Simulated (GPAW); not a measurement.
# V2COS MXene monolayer: simulated STM images

Wanted: filled- and empty-state images of V2COS MXene monolayer, with its work function.

Method: GPAW, PAW setups; layer in a repeated cell with vacuum, relaxation of atoms and in-plane cell, in the first sound run; inputs show where later runs differ, in GPAW 26.7.0.

Most raw output is cut from this account.

## 1. Set-up

The cell holds 5 atoms: 1 S, 2 V, 1 C and 1 O. Cell: a = 3.012 Å, b = 3.012 Å, c = 21.131 Å, α = 90.0°, β = 90.0°, γ = 120.0°. Vacuum lies along c.

## 2. Relaxing the atoms

Forces are removed first; all later runs use this geometry.

The input, run.py:

```python
import json
import numpy as np
from ase import Atoms
from ase.filters import FrechetCellFilter
from ase.optimize import BFGS
from gpaw import GPAW, PW

slab = Atoms(
    ['S', 'V', 'C', 'V', 'O'],
    positions=[
        [-0.00000, 1.73907, 8.00000],
        [1.50608, 0.86953, 9.69292],
        [0.00000, 0.00000, 10.88143],
        [-0.00000, 1.73907, 12.06995],
        [1.50608, 0.86953, 13.13062]],
    cell=[[3.01215, 0.0, 0.0], [-1.50608, 2.6086, 0.0], [0.0, 0.0, 21.1306]],
    pbc=[True, True, True],
    magmoms=[0.0, 2.0, 0.0, 2.0, 0.0])

slab.calc = GPAW(mode=PW(600), xc='PBE', kpts={'size': (12, 12, 1), 'gamma': True},
                 occupations={'name': 'fermi-dirac', 'width': 0.05}, nbands='160%',
                 convergence={'density': 1e-05}, maxiter=200,
                 symmetry={'tolerance': 1e-3}, txt='slab.txt')
result = {}
# The in-plane cell is free; stress needs a cell that repeats along all three vectors
path = []
opt = BFGS(FrechetCellFilter(slab, mask=[1, 1, 0, 0, 0, 1]), maxstep=0.2)
opt.attach(lambda: path.append((slab.get_potential_energy(), slab.positions.tolist(), slab.get_forces().tolist())))
result['relaxed'] = bool(opt.run(fmax=0.02, steps=45))
result['path'] = path
result['cell'] = slab.cell.tolist()
print('in-plane lattice', slab.cell.cellpar().round(4)[[0, 1, 5]])
energy = slab.get_potential_energy()
fermi = slab.calc.get_fermi_level()
v = slab.calc.get_electrostatic_potential().mean((0, 1)) - fermi
n = slab.calc.get_pseudo_density().mean((0, 1))
L = slab.cell[2, 2]
z = np.arange(len(v)) * L / len(v)
low, high = slab.positions[:, 2].min(), slab.positions[:, 2].max()
below, above = np.interp([low - 5.8, high + 5.8], z, v)
slopes = [np.interp(x, z, np.gradient(v, z)) for x in (low - 5.8, high + 5.8)]
eps = np.array([[slab.calc.get_eigenvalues(k, s) for k in range(len(slab.calc.get_ibz_k_points()))]
                for s in range(slab.calc.get_number_of_spins())]) - fermi
top, bottom = eps[eps < 0].max(), eps[eps > 0].min()
dipole = slab.get_dipole_moment()[2]
print(f'energy {energy:.4f} eV, Fermi level {fermi:.4f} eV, dipole {dipole:.5f} e A')
print(f'potential 5.8 A off the faces, from the Fermi level: lower {below:.4f} eV, upper {above:.4f} eV')
print(f'slope of the potential there: lower {slopes[0]:.5f}, upper {slopes[1]:.5f} eV/A')
print(f'nearest levels on the mesh: {top:.4f} and {bottom:.4f} eV')
print('magnetic moment', round(slab.get_magnetic_moment(), 3))
result.update(energy=energy, fermi=fermi, dipole=dipole, below=below, above=above, slopes=slopes, edges=[top, bottom],
              z=z.tolist(), v=v.tolist(), n=n.tolist(), positions=slab.positions.tolist(),
              forces=slab.get_forces(apply_constraint=False).tolist(), moments=slab.get_magnetic_moments().tolist())
json.dump(result, open('result.json', 'w'))
```

Run with:

```
$ OMP_NUM_THREADS=1 OPENBLAS_NUM_THREADS=1 python run.py
```

Elapsed: 34 min, on 1 thread of Arm Neoverse V2, shared host; peak memory 0.58 GiB.

Numbers from this step:

```
dipole along the normal                    : -0.07789 e·Å
levels nearest the Fermi level on the mesh : -0.02761, 0.06172 eV from the Fermi level
sum of the site moments                    : 0 μB
```

The electrostatic potential energy of an electron (without an applied field's), less the Fermi level, planar mean oscillates, so the rows of the table below give means over windows of 1 Å about each position, cut where the curve ends. Its maxima inside the range that stand out by 2 % of the span (Å: eV): 8.9: -4.73, 10.4: -9.09, 11.4: -7.83, 12.7: -9.60. Its minima: 8.1: -22.4, 9.8: -17.5, 10.8: -13.5, 12.1: -17.8, 12.9: -12.0.

Electrostatic potential energy of an electron (without an applied field's), less the Fermi level, planar mean against z; means over each step:

```tsv
z (Å)	electrostatic potential energy of an electron (without an applied field's), less the Fermi level, planar mean (eV)
0	5.87
1	5.81
2	5.72
3	5.63
4	5.55
5	5.45
6	5.27
7	2.79
8	-15.0
9	-7.94
10	-13.7
11	-10.5
12	-14.5
13	-8.12
14	5.18
15	6.40
16	6.34
17	6.26
18	6.17
19	6.08
20	5.99
21	5.93
```

Pseudo valence density, planar mean against z:

```tsv
z (Å)	pseudo valence density, planar mean (e/Å³)
5.0	1.7e-4
5.5	8.0e-4
6.0	0.00386
6.5	0.0194
7.0	0.0969
7.5	0.342
8.0	0.445
8.5	0.533
9.0	0.445
9.5	1.43
10.0	1.42
10.5	0.621
11.0	0.593
11.5	0.710
12.0	1.93
12.5	0.939
13.0	0.985
13.5	0.415
14.0	0.0642
14.5	0.00929
15.0	0.00144
15.5	2.3e-4
16.0	4.2e-5
```

The relaxation lowered the energy of the cell by 0.196 eV (energies extrapolated to zero smearing; the optimiser's log prints free energies). The largest force left on a free atom is 0.019 eV/Å.

## 3. Plane waves, PBE

With the geometry fixed, the planar mean of the potential gives the vacuum level on each side.

This step: GPAW, PAW setups; slab in vacuum (GPAW 26.7.0).

The cell differs from the one that the last finished run ended in (c 21.131 → 20.918 Å).

The input, run.py:

```python
import json
import numpy as np
from ase import Atoms
from ase.dft.stm import STM
from gpaw import GPAW, PW

slab = Atoms(
    ['S', 'V', 'C', 'V', 'O'],
    positions=[
        [-0.00000, 1.71354, 8.00000],
        [1.48397, 0.85676, 9.62591],
        [-0.00000, 0.00000, 10.72920],
        [-0.00000, 1.71354, 11.92350],
        [1.48397, 0.85676, 12.91809]],
    cell=[[2.96793, -0.0, 0.0], [-1.48397, 2.5703, 0.0], [0.0, 0.0, 20.9181]],
    pbc=[True, True, False],
    magmoms=[0.0, 2.0, 0.0, 2.0, 0.0])

slab.calc = GPAW(mode=PW(500), xc='PBE', kpts={'size': (12, 12, 1), 'gamma': True},
                 occupations={'name': 'fermi-dirac', 'width': 0.05}, nbands='160%',
                 convergence={'density': 1e-05}, maxiter=200,
                 poissonsolver={'dipolelayer': 'xy'},
                 symmetry={'tolerance': 1e-3}, txt='slab.txt')
result = {}
energy = slab.get_potential_energy()
fermi = slab.calc.get_fermi_level()
v = slab.calc.get_electrostatic_potential().mean((0, 1)) - fermi
n = slab.calc.get_pseudo_density().mean((0, 1))
L = slab.cell[2, 2]
z = np.arange(len(v)) * L / len(v)
low, high = slab.positions[:, 2].min(), slab.positions[:, 2].max()
below, above = np.interp([low - 5.8, high + 5.8], z, v)
slopes = [np.interp(x, z, np.gradient(v, z)) for x in (low - 5.8, high + 5.8)]
eps = np.array([[slab.calc.get_eigenvalues(k, s) for k in range(len(slab.calc.get_ibz_k_points()))]
                for s in range(slab.calc.get_number_of_spins())]) - fermi
top, bottom = eps[eps < 0].max(), eps[eps > 0].min()
dipole = slab.get_dipole_moment()[2]
print(f'energy {energy:.4f} eV, Fermi level {fermi:.4f} eV, dipole {dipole:.5f} e A')
print(f'potential 5.8 A off the faces, from the Fermi level: lower {below:.4f} eV, upper {above:.4f} eV')
print(f'slope of the potential there: lower {slopes[0]:.5f}, upper {slopes[1]:.5f} eV/A')
print(f'nearest levels on the mesh: {top:.4f} and {bottom:.4f} eV')
print('magnetic moment', round(slab.get_magnetic_moment(), 3))
result.update(energy=energy, fermi=fermi, dipole=dipole, below=below, above=above, slopes=slopes, edges=[top, bottom],
              z=z.tolist(), v=v.tolist(), n=n.tolist(), positions=slab.positions.tolist(),
              forces=slab.get_forces(apply_constraint=False).tolist(), moments=slab.get_magnetic_moments().tolist())

# Images need the states of the whole zone, up to time reversal
slab.calc = slab.calc.fixed_density(symmetry={'point_group': False}, txt='states.txt', nbands='280%',
                                    convergence={'bands': 'CBM+2.3'})
stm = STM(slab)
result['stm'] = []
for bias in [-1.5, 2.0]:
    height = high + 3.5
    current = stm.get_averaged_current(bias, height)
    x, y, h = stm.scan(bias, current)
    i, f = divmod(height / L * stm.ldos.shape[2], 1)
    I = abs((1 - f) * stm.ldos[:, :, int(i)] + f * stm.ldos[:, :, int(i) + 1])
    print(f'bias {bias} V: mean current at 3.5 A {current:.4e}, corrugation {np.ptp(h):.4f} A')
    result['stm'].append(dict(bias=bias, current=current, h=(h - high).tolist(), I=I.tolist()))
json.dump(result, open('result.json', 'w'))
```

The job ended after 10 min (1 thread; peak memory 1.1 GiB).

Numbers from this step:

```
dipole along the normal                    : -0.05381 e·Å
levels nearest the Fermi level on the mesh : -0.02748, 0.06125 eV from the Fermi level
upper work function                        : 6.550 eV
lower work function                        : 5.281 eV
corrugation -1.5                           : 0.2159 Å
corrugation 2                              : 0.09469 Å
```

The electrostatic potential energy of an electron (without an applied field's), less the Fermi level, planar mean oscillates, so the rows of the table below give means over windows of 1.36 Å about each position, cut where the curve ends. Its maxima inside the range that stand out by 2 % of the span (Å: eV): 8.8: -4.76, 10.3: -9.11, 11.2: -7.80, 12.6: -9.68. Its minima: 8.0: -22.3, 9.6: -17.5, 10.7: -13.5, 11.9: -17.8, 12.9: -12.1.

Electrostatic potential energy of an electron (without an applied field's), less the Fermi level, planar mean against z; means over each step:

```tsv
z (Å)	electrostatic potential energy of an electron (without an applied field's), less the Fermi level, planar mean (eV)
0.68	5.37
2.04	5.28
3.40	5.28
4.76	5.28
6.12	4.98
7.48	-7.80
8.84	-9.99
10.20	-12.9
11.56	-12.7
12.92	-6.81
14.28	6.11
15.64	6.55
17.00	6.55
18.36	6.55
19.72	6.55
```

The pseudo valence density, planar mean by z:

```tsv
z (Å)	pseudo valence density, planar mean (e/Å³)
4.5	5.4e-5
5.0	2.5e-4
5.5	0.00120
6.0	0.00563
6.5	0.0295
7.0	0.136
7.5	0.406
8.0	0.446
8.5	0.514
9.0	0.521
9.5	1.79
10.0	1.10
10.5	0.608
11.0	0.581
11.5	0.931
12.0	1.92
12.5	0.885
13.0	0.937
13.5	0.281
14.0	0.0404
14.5	0.00591
15.0	9.7e-4
15.5	1.6e-4
```

Tip height over the top atom over a1 and a2. Sample bias -1.5 V, constant current at the mean current 3.5 Å over the top atom.

Values in Å, 16 rows by 16 columns:
```
3.47 3.49 3.53 3.54 3.51 3.48 3.49 3.47 3.47 3.49 3.48 3.51 3.54 3.53 3.49 3.47
3.49 3.53 3.54 3.51 3.48 3.45 3.42 3.39 3.42 3.45 3.48 3.51 3.54 3.53 3.49 3.47
3.51 3.54 3.51 3.48 3.45 3.42 3.41 3.41 3.42 3.45 3.48 3.51 3.54 3.51 3.48 3.48
3.55 3.51 3.48 3.45 3.42 3.42 3.43 3.42 3.42 3.45 3.48 3.51 3.55 3.51 3.52 3.51
3.52 3.48 3.45 3.42 3.42 3.44 3.44 3.42 3.42 3.45 3.48 3.52 3.58 3.59 3.59 3.58
3.53 3.49 3.42 3.41 3.43 3.44 3.43 3.41 3.42 3.49 3.53 3.56 3.59 3.60 3.59 3.56
3.56 3.47 3.39 3.41 3.42 3.42 3.41 3.39 3.47 3.56 3.55 3.55 3.57 3.57 3.55 3.55
3.58 3.47 3.42 3.42 3.42 3.42 3.42 3.47 3.58 3.57 3.54 3.53 3.53 3.53 3.54 3.57
3.56 3.49 3.45 3.45 3.45 3.45 3.49 3.56 3.57 3.52 3.53 3.53 3.53 3.53 3.52 3.57
3.53 3.48 3.48 3.48 3.48 3.48 3.53 3.55 3.54 3.53 3.53 3.54 3.53 3.53 3.54 3.55
3.52 3.51 3.51 3.51 3.51 3.52 3.56 3.55 3.53 3.53 3.54 3.54 3.53 3.53 3.55 3.56
3.55 3.54 3.54 3.54 3.55 3.58 3.59 3.57 3.53 3.53 3.53 3.53 3.53 3.57 3.59 3.58
3.51 3.53 3.53 3.51 3.51 3.59 3.60 3.57 3.53 3.53 3.53 3.53 3.57 3.60 3.59 3.51
3.49 3.49 3.49 3.48 3.52 3.59 3.59 3.55 3.54 3.52 3.54 3.55 3.59 3.59 3.52 3.48
3.47 3.47 3.47 3.48 3.51 3.58 3.56 3.55 3.57 3.57 3.55 3.56 3.58 3.51 3.48 3.47
3.46 3.47 3.49 3.51 3.55 3.52 3.53 3.56 3.58 3.56 3.53 3.52 3.55 3.51 3.49 3.47
```
Columns: a1 from 0 to 0.938; rows upwards: a2 from 0 to 0.938.

Local density of states summed over the bias window over a1 and a2. Sample bias -1.5 V, constant height 3.5 Å over the top atom.

Ten even steps from '_' (1.17 × 1e-6 arbitrary) to '@' (2.02 × 1e-6 arbitrary):
```
::==##%%++==++++++++==++%%##==::
==##%%**--------------**%%##==::
**%%**--..__....__..--**%%**====
**++--..__________..--++**++++++
**==--____________--==**##%%%%##
**++--..______..--++**##@@@@@@##
**++--..____..--++**####@@@@####
##++--______--++##****##%%##****
**++--....--++********####******
**==------==**##****##%%##****##
**++****++**########%%%%########
**%%%%%%**##@@@@%%######%%@@@@##
**####**++%%@@@@##****##@@@@%%++
========++%%@@##******##@@%%++==
::::::==++######****######++==::
__::==**********##**********==::
```
Columns: a1 from 0 to 0.938; rows upwards: a2 from 0 to 0.938.

Tip height over the top atom over a1 and a2. Sample bias 2 V, constant current at the mean current 3.5 Å over the top atom.

Ten even steps from '_' (3.462 Å) to '@' (3.557 Å):
```
____..--==----%%%%----==--..____
....--++==::--++--::==++--......
::--++==..__....__..==++--::----
--====..__________..====--++@@++
----::____________::----==@@@@==
------..______..--------##@@##--
++%%++..____..++%%++++##%%%%##++
@@%%--______--%%@@%%%%%%##%%%%%%
++--::....::--++%%%%##****##%%%%
----======----++%%##++::++##%%++
--==++++==----##%%**::::**%%##--
----------==##%%##**++**##%%##==
::....::++@@@@%%%%####%%%%@@@@++
..__..--@@@@####%%%%%%####@@@@--
____..--++==--++%%%%++--==++--..
____..::------++@@++------::..__
```
Columns: a1 from 0 to 0.938; rows upwards: a2 from 0 to 0.938.

Local density of states summed over the bias window over a1 and a2. Sample bias 2 V, constant height 3.5 Å over the top atom.

Values in units of 1e-5 arbitrary, 16 rows by 16 columns:
```
0.9 1.0 1.0 1.1 1.1 1.1 1.1 1.1 1.1 1.1 1.1 1.1 1.1 1.0 1.0 0.9
1.0 1.0 1.1 1.1 1.1 1.0 1.1 1.1 1.1 1.0 1.1 1.1 1.1 1.0 1.0 1.0
1.1 1.1 1.1 1.1 1.0 1.0 1.0 1.0 1.0 1.0 1.1 1.1 1.1 1.1 1.1 1.1
1.1 1.1 1.1 1.0 0.9 0.9 1.0 0.9 0.9 1.0 1.1 1.1 1.1 1.1 1.1 1.1
1.1 1.1 1.0 1.0 0.9 0.9 0.9 0.9 1.0 1.0 1.1 1.1 1.1 1.1 1.1 1.1
1.1 1.1 1.1 1.0 1.0 0.9 1.0 1.0 1.1 1.1 1.1 1.1 1.1 1.2 1.1 1.1
1.1 1.1 1.1 1.0 0.9 0.9 1.0 1.1 1.1 1.1 1.1 1.2 1.2 1.2 1.2 1.1
1.1 1.1 1.1 1.0 0.9 1.0 1.1 1.1 1.1 1.2 1.2 1.2 1.2 1.2 1.2 1.2
1.1 1.1 1.0 1.0 1.0 1.0 1.1 1.1 1.2 1.2 1.2 1.2 1.2 1.2 1.2 1.2
1.1 1.1 1.1 1.1 1.1 1.1 1.1 1.1 1.2 1.2 1.1 1.0 1.1 1.2 1.2 1.1
1.1 1.1 1.1 1.1 1.1 1.1 1.1 1.2 1.2 1.2 1.0 1.0 1.2 1.2 1.2 1.1
1.1 1.1 1.1 1.1 1.1 1.1 1.1 1.2 1.2 1.2 1.1 1.2 1.2 1.2 1.1 1.1
1.1 1.0 1.0 1.1 1.1 1.1 1.2 1.2 1.2 1.2 1.2 1.2 1.2 1.2 1.1 1.1
1.0 1.0 1.0 1.1 1.1 1.1 1.1 1.2 1.2 1.2 1.2 1.2 1.1 1.1 1.1 1.1
0.9 0.9 1.0 1.1 1.1 1.1 1.1 1.1 1.2 1.2 1.1 1.1 1.1 1.1 1.1 1.0
0.9 0.9 1.0 1.1 1.1 1.1 1.1 1.1 1.1 1.1 1.1 1.1 1.1 1.1 1.0 0.9
```
Columns: a1 from 0 to 0.938; rows upwards: a2 from 0 to 0.938.

Force by atom:

```tsv
atom	x (eV/Å)	y (eV/Å)	z (eV/Å)	size
S1	0.0000	0.0000	0.0106	0.0106
V2	0.0000	0.0000	-0.0133	0.0133
C3	0.0000	0.0000	-0.0223	0.0223
V4	0.0000	0.0000	0.0136	0.0136
O5	0.0000	0.0000	0.0665	0.0665
```

The potential is flat to 7.6e-4 eV/Å where it is read, so the vacuum is wide enough.

## 4. A changed run

One more run, with changed settings.

Changes to run.py since step 3:

```diff
@@ -3,3 +3,2 @@
 from ase import Atoms
-from ase.dft.stm import STM
 from gpaw import GPAW, PW
@@ -20,3 +19,3 @@
                  occupations={'name': 'fermi-dirac', 'width': 0.05}, nbands='160%',
-                 convergence={'density': 1e-05}, maxiter=200,
+                 convergence={'density': 1e-05}, maxiter=6,
                  poissonsolver={'dipolelayer': 'xy'},
@@ -45,16 +44,2 @@
               forces=slab.get_forces(apply_constraint=False).tolist(), moments=slab.get_magnetic_moments().tolist())
-
-# Images need the states of the whole zone, up to time reversal
-slab.calc = slab.calc.fixed_density(symmetry={'point_group': False}, txt='states.txt', nbands='280%',
-                                    convergence={'bands': 'CBM+2.3'})
-stm = STM(slab)
-result['stm'] = []
-for bias in [-1.5, 2.0]:
-    height = high + 3.5
-    current = stm.get_averaged_current(bias, height)
-    x, y, h = stm.scan(bias, current)
-    i, f = divmod(height / L * stm.ldos.shape[2], 1)
-    I = abs((1 - f) * stm.ldos[:, :, int(i)] + f * stm.ldos[:, :, int(i) + 1])
-    print(f'bias {bias} V: mean current at 3.5 A {current:.4e}, corrugation {np.ptp(h):.4f} A')
-    result['stm'].append(dict(bias=bias, current=current, h=(h - high).tolist(), I=I.tolist()))
 json.dump(result, open('result.json', 'w'))
```

It took 51 s on 1 thread; peak memory 0.32 GiB.

The run stopped without converging, so none of its numbers is a property of the system.

The fault put into the input: too few SCF iterations (maxiter = 6).

## 5. Summary of results

| Item | Value |
| --- | --- |
| work function, upper and lower face | 6.550 and 5.281 eV |
| dipole along the normal | -0.0538 e Å |
| corrugation at -1.5 V | 0.216 Å as printed, 0.17 Å or less without short-wave noise |
| corrugation at 2 V | 0.0947 Å as printed, 0.072 Å or less without short-wave noise |

**Reading.** At -1.5 V and 2 V GPAW's map carries short-wave noise, which can't be real at this height: without waves under 1.5 Å it spans 0.17 Å against 0.22 Å printed and 0.072 Å against 0.095 Å printed. The reading below uses the filtered value, which may still be too high. The corrugation at constant current is largest at -1.5 V, where the tip height varies by 0.17 Å over the cell. Negative sample bias images filled states, positive bias empty ones. The two faces differ by 1.3 eV, the step that the slab's dipole makes (e p/(ε0 A) gives 1.3 eV), so the dipole layer is needed. The images are of Tersoff-Hamann type: an s-wave tip, no tip-sample forces, heights closer than in a microscope. The relaxation of atoms and cell ran in a fully periodic cell without the dipole layer, so the atoms of this polar layer felt a small spurious field. One magnetic start was tried; another order may lie lower. The layer's cell and atoms come from the relaxation; spin-orbit coupling and temperature are left out.

[Logs are printed without paths, hosts, clocks, repeated set-up lines and the standing remarks that a program may print on its own settings, such as how far it seeks lower states.]

[Hosts, paths, dates, database ids (printed as entryN), source tags and the programs' standing remarks are cut or masked in the printed files.]
